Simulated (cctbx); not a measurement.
**Lattice, Laue class and space group of a new crystal**

Cell: a = 6.9270 Å, b = 4.4040 Å, c = 7.4650 Å, α = 90.00°, β = 90.00°, γ = 90.00°. Expected content of the cell: Ce4 Ga4 Mn4.

Simulated single-crystal data (cctbx): Mo Kα, λ = 0.71073 Å, to d = 0.77 Å, 95 % of the full sphere, strongest reflection 20000 counts, noise from counting, a 3 % proportional error and a noise floor of 8 counts (s.d.); no absorption.

A first pass over the reflections prints:

```text
2000 reflections to d = 0.771 A
centring   violations  <I/sigma> of those
    A        666 of   981     13.0
    B        718 of   992     13.4
    C        724 of  1011     13.5
    I        634 of   995      9.6
    R        960 of  1336     13.2
    F       1054 of  1492     13.3
Laue class    unique    Rint  (classes that these axes allow; Friedel mates merged)
P -1             1050   0.024
P 1 2/m 1         597   0.029
P 1 1 2/m         570   0.029
P 2/m 1 1         573   0.029
P m m m           344   0.031
space group    extra absences  I>4sigma  <I/sigma>
P 2 2 2                 0          0         -  acentric
P 2 2 21                9          0      -0.3  acentric
P 21 2 2                7          0       0.2  acentric
P 2 21 2                5          0       0.1  acentric
P 21 21 2              12          0       0.2  acentric
P 2 21 21              14          0      -0.2  acentric
P 21 2 21              16          0      -0.1  acentric
P 21 21 21             21          0      -0.0  acentric
P m m 2                 0          0         -  acentric
P 2 m m                 0          0         -  acentric
P m 2 m                 0          0         -  acentric
P 21 m a               73          0       0.0  acentric
P m 2 a                73          0       0.0  acentric
P n m 21               81          0      -0.1  acentric
P n 21 m               81          0      -0.1  acentric
P n 21 a              154          0      -0.1  acentric
P m m m                 0          0         -  centric
P m m a                73          0       0.0  centric
P n m m :1             81          0      -0.1  centric
P n m m :2             81          0      -0.1  centric
P n m a               154          0      -0.1  centric
Wilson B = 0.94 A^2   <|E^2-1|> = 0.854 (0.968 centric, 0.736 acentric)   E^2>4: 2.0 %
shell (A)         n   <I/sigma>
 7.47 - 1.54     55     26.8
 1.54 - 1.22     43     32.5
 1.22 - 1.07     44     28.0
 1.07 - 0.97     41     33.8
 0.97 - 0.90     38     29.3
 0.90 - 0.85     42     29.8
 0.85 - 0.81     42     26.1
 0.81 - 0.77     39     24.8
```

**Question.** What are the lattice type, the Laue class and the likely space group?

Every centring test has many violations, so the lattice is primitive.

Rint stays low (0.024 to 0.031) up to P m m m, the highest class in these axes.

21 settings pass the absence test. The most absences obeyed, 154, belong to P n 21 a and P n m a, which absences can't tell apart.

⟨|E²−1|⟩ = 0.854 lies between the two ideal values. The Wilson B of 0.94 Å² means U ≈ 0.0119 Å².

The true group is Pnma (no. 62), Laue class mmm, centrosymmetric. The tables only narrow the choice to the tied entries; cell content, site symmetry and trial solutions must settle it.

This is a model crystal, built by substitution and not relaxed, with assumed displacement parameters.

[Logs are printed without paths, hosts, clocks, repeated set-up lines and the standing remarks that a program may print on its own settings, such as how far it seeks lower states.]
